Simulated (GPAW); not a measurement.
# Al2Cu (P4/mmm): the Al K absorption edge, part 2 of 2

Aim: the near-edge shape at the Al K edge of Al2Cu (P4/mmm), and what the core hole does to it.

GPAW 26.7.0; X-ray absorption from dipole matrix elements to empty bands, plane-wave PAW LDA.

So far. Step 5 (Spectrum with XCH, Al atom 2): The total-energy difference is 1563.72 eV. One term is added: -13.88 eV, since the hole is spin-paired here and a spin-polarised one costs that much less in the free atom (computed apart). The photon energy is then 1549.84 eV. The tabulated edge of the element is 1559 eV. The functional leaves an error in such absolute values: in the free atom LDA prices this hole 7.2 eV below PBE (computed apart), and PBE is itself good to a few eV.

## 8. Spectrum with XCH, Al atom 2

A smaller cell brings the holes closer; here they are 5.8 Å apart.

Changed against the first core-hole run: supercell atoms from 24 to 12.

Contents of xas.py:

```python
import numpy as np
from ase import Atoms
from ase.parallel import parprint, paropen
from gpaw import GPAW, PW, FermiDirac, Mixer, MixerDif, setup_paths
from gpaw.test import gen
setup_paths.insert(0, '.')
gen('Al', name='fch1s', xcname='LDA', corehole=(1, 0, 1), write_xml=True)
from gpaw.mpi import world
world.barrier()

atoms = Atoms('Cu4Al8',
    cell=[[-4.105182, 4.105182, 0],
     [-4.105182, -4.105182, 0],
     [4.105182, 0, 5.782626]],
    scaled_positions=[[0, 0, 0],
     [0.5, 0.5, 0],
     [0.25, 0.25, 0.5],
     [0.75, 0.75, 0.5],
     [0.375, 0.875, 0.25],
     [0.875, 0.375, 0.25],
     [0.625, 0.125, 0.75],
     [0.125, 0.625, 0.75],
     [0.875, 0.875, 0.25],
     [0.375, 0.375, 0.25],
     [0.125, 0.125, 0.75],
     [0.625, 0.625, 0.75]],
    pbc=True)
atoms.calc = calc = GPAW(legacy_gpaw=True, mode=PW(430), xc='LDA', setups={4: 'fch1s'},
    kpts={'size': (3, 3, 3), 'gamma': True}, occupations=FermiDirac(0.1),
    charge=-1, mixer=Mixer(0.1, 5, 50), maxiter=150,
    convergence={'density': 0.0001}, txt='scf.txt')
energy = atoms.get_potential_energy() + calc.get_reference_energy()
ef = calc.get_fermi_level()
out = dict(energy=energy, fermi=ef, forces=atoms.get_forces().tolist())
parprint(f'all-electron energy {energy:.4f} eV, Fermi level {ef:.4f} eV')
ev = np.array([[calc.get_eigenvalues(k, s) for k in range(len(calc.get_ibz_k_points()))] for s in range(calc.get_number_of_spins())])
out['homo'], out['lumo'], out['counts'] = ev[ev < ef].max(), ev[ev > ef].min(), sorted(set((ev < ef).sum((0, 2)).tolist()))
out['filled'] = (ev[:, 0] < ef).sum(1).tolist()

from ase.units import Ha
from gpaw.xas import dipole_matrix_elements
nb = int(calc.get_number_of_electrons() / 2) + 119
top, nb = nb, nb + 8 + nb // 12
nscf = calc.fixed_density(kpts={'size': (4, 4, 4), 'gamma': True}, nbands=nb,
    convergence={'bands': top, 'eigenstates': 1e-5}, maxiter=60, txt='nscf.txt')
cell = atoms.cell.array
ops = [cell.T @ U.T @ np.linalg.inv(cell.T) for U in nscf.wfs.kd.symmetry.op_scc]
E = np.arange(-6, 34, 0.1)
fwhm = np.interp(E, [4, 25], [0.9, 3.5])
Y, X, zero, highest = 0, 0, 1e9, 1e9
for spin in range(nscf.get_number_of_spins()):
    wfs = nscf.wfs
    A = dipole_matrix_elements(wfs.setups[4])
    eps = np.zeros((wfs.kd.nibzkpts, nb))
    d = np.zeros((3, A.shape[1], wfs.kd.nibzkpts, nb), complex)
    for kpt in wfs.kpt_u:
        if kpt.s == spin and 4 in kpt.P_ani:
            eps[kpt.k] = kpt.eps_n * Ha
            d[:, :, kpt.k] = (kpt.weight * wfs.nspins / 2) ** 0.5 * np.inner(A, kpt.P_ani[4])
    world.sum(eps)
    world.sum(d)
    T = np.einsum('amkn,bmkn->abkn', d, d.conj()).real
    T = sum(np.einsum('ai,ijkn,bj->abkn', R, T, R) for R in ops) / len(ops)
    empty = eps > ef
    zero, highest = min(zero, eps[empty].min()), min(highest, eps[:, top - 1].min())
    lines = [(eps, T, empty)] if spin == 0 else lines + [(eps, T, empty)]
for eps, T, empty in lines:
    f = np.einsum('aakn->akn', T).reshape(3, -1)
    x = eps.ravel() - zero
    w = np.interp(x, E, fwhm) / 2.35482
    g = np.exp(-0.5 * ((E[:, None] - x) / w) ** 2) / (w * (2 * np.pi) ** 0.5)
    Y = Y + (f * empty.ravel()) @ g.T
    X = X + (f * ~empty.ravel()) @ g.T
out.update(E=E.round(2).tolist(), xas=Y.tolist(), xes=X.tolist(), zero=zero, valid=highest - zero, nk=len(eps), nb=nb)
for i in range(0, len(E), 10):
    parprint(f'{E[i]:7.2f}', *(f'{v:10.3e}' for v in Y[:, i]))
import json
with paropen('out.json', 'w') as f:
    json.dump(out, f)
```

Launch:

```console
$ OMP_NUM_THREADS=1 mpirun -n 4 gpaw python xas.py
```

Run time: 2 min. Hardware: 4 MPI ranks of Arm Neoverse V2, shared host; peak memory 0.4 GiB; 7.9 min of CPU time.

```csv
E (eV),first run,this run
-2.0,0.00,0.00
-1.0,0.00,0.01
0.0,0.48,0.65
1.0,0.93,0.91
2.0,1.11,0.88
3.0,0.98,1.01
4.0,1.24,1.18
5.0,1.13,1.13
6.0,1.35,1.58
7.0,1.13,1.05
8.0,1.12,1.20
9.0,1.24,1.08
10.0,1.08,0.97
11.0,0.90,0.95
12.0,0.93,1.04
13.0,0.98,1.01
14.0,0.93,0.90
15.0,0.95,0.94
16.0,0.93,0.94
17.0,0.86,0.89
18.0,0.79,0.82
19.0,0.72,0.72
20.0,0.64,0.63
21.0,0.59,0.57
22.0,0.55,0.53
23.0,0.52,0.50
24.0,0.52,0.50
25.0,0.55,0.53
26.0,0.59,0.60
27.0,0.64,0.67
28.0,0.70,0.74
29.0,0.78,0.82
```

Against the first run the r.m.s. difference is 9 %. The highest intensity below 16 eV goes from 5.9 eV (1.36) to 5.9 eV (1.58).

The photon energy of the zero moves by -0.24 eV.

## 9. What the core hole does

Both curves are counted from their own zero, so only the shift of weight within the empty states shows.

```csv
E (eV),no hole,XCH
-2.0,0.00,0.00
-1.0,0.01,0.00
0.0,0.27,0.48
1.0,0.50,0.93
2.0,0.68,1.11
3.0,0.80,0.98
4.0,1.03,1.24
5.0,0.75,1.13
6.0,1.09,1.35
7.0,1.12,1.13
8.0,1.10,1.12
9.0,1.19,1.24
10.0,1.19,1.08
11.0,1.01,0.90
12.0,1.10,0.93
13.0,1.15,0.98
14.0,1.16,0.93
15.0,1.17,0.95
16.0,1.06,0.93
17.0,1.07,0.86
18.0,1.11,0.79
19.0,1.07,0.72
20.0,0.97,0.64
21.0,0.82,0.59
22.0,0.67,0.55
23.0,0.60,0.52
24.0,0.58,0.52
25.0,0.60,0.55
26.0,0.62,0.59
27.0,0.64,0.64
28.0,0.67,0.70
29.0,0.71,0.78
```

With each curve scaled to its own mean, the area from −2 to 6 eV with the hole is 6.6 against 4.5, and the centre of weight from −1 to 20 eV moves by -1.4 eV: the hole pulls the absorber's empty states down.

## 10. Outcome

```yaml
absorber_and_edge: Al K, atom 2 of the ground-state input (counted from 1)
surroundings: 4 Cu at 2.51 Å, 2 Al at 2.89 Å and 4 Al at 2.90 Å (10-fold, site symmetry mmm)
highest_intensity_below_16_ev: 5.9 eV above the zero, height 1.36
photon_energy_of_the_zero_with_the_added_terms: 1549.8 eV (raw 1563.7 eV; LDA puts this hole about 7 eV below PBE, itself good to a few eV)
```

What this shows: The Al K edge of atom 2, with 4 Cu at 2.51 Å, 2 Al at 2.89 Å and 4 Al at 2.90 Å (10-fold, site symmetry mmm), has its highest intensity of the first 16 eV at 5.9 eV above the zero, near 1556 eV in photon energy (LDA puts this hole about 7 eV below PBE, itself good to a few eV), 1.4 times the mean level of the first 20 eV (Gaussian full width 0.9 eV up to 4 eV, rising linearly to 3.5 eV at 25 eV). With each curve scaled to its own mean, the area from −2 to 6 eV with the hole is 6.6 against 4.5, and the centre of weight from −1 to 20 eV moves by -1.4 eV: the hole pulls the absorber's empty states down. Changing the core hole to FCH alters the shape by 2 % r.m.s., so the result is insensitive to this choice. Changing the supercell atoms from 24 to 12 alters the shape by 9 % r.m.s., a modest effect on the whole. The mesh is coarse (0.27 Å⁻¹ between points), so small maxima may be mesh ripples. Lifetime broadening is put in by hand, and intensities beyond about 20 eV depend on it and on the partial waves; weight that the partial waves miss at high energy is lost. The structure is a computed Materials Project entry and may be a hypothetical form.

[Logs are printed without paths, hosts, clocks, repeated set-up lines and the standing remarks that a program may print on its own settings, such as how far it seeks lower states.]

[Hosts, paths, dates, database ids (printed as entryN), source tags and the programs' standing remarks are cut or masked in the printed files.]

[Lists of maxima count a maximum above −3 eV only where it reaches 4 % of the highest in the window and stands out from its surroundings by 2 % of it (1.5 % where it reaches 55 %); shoulders and weaker maxima are passed over, and of the rest the first, up to two pre-edge ones and the few strongest are named.]
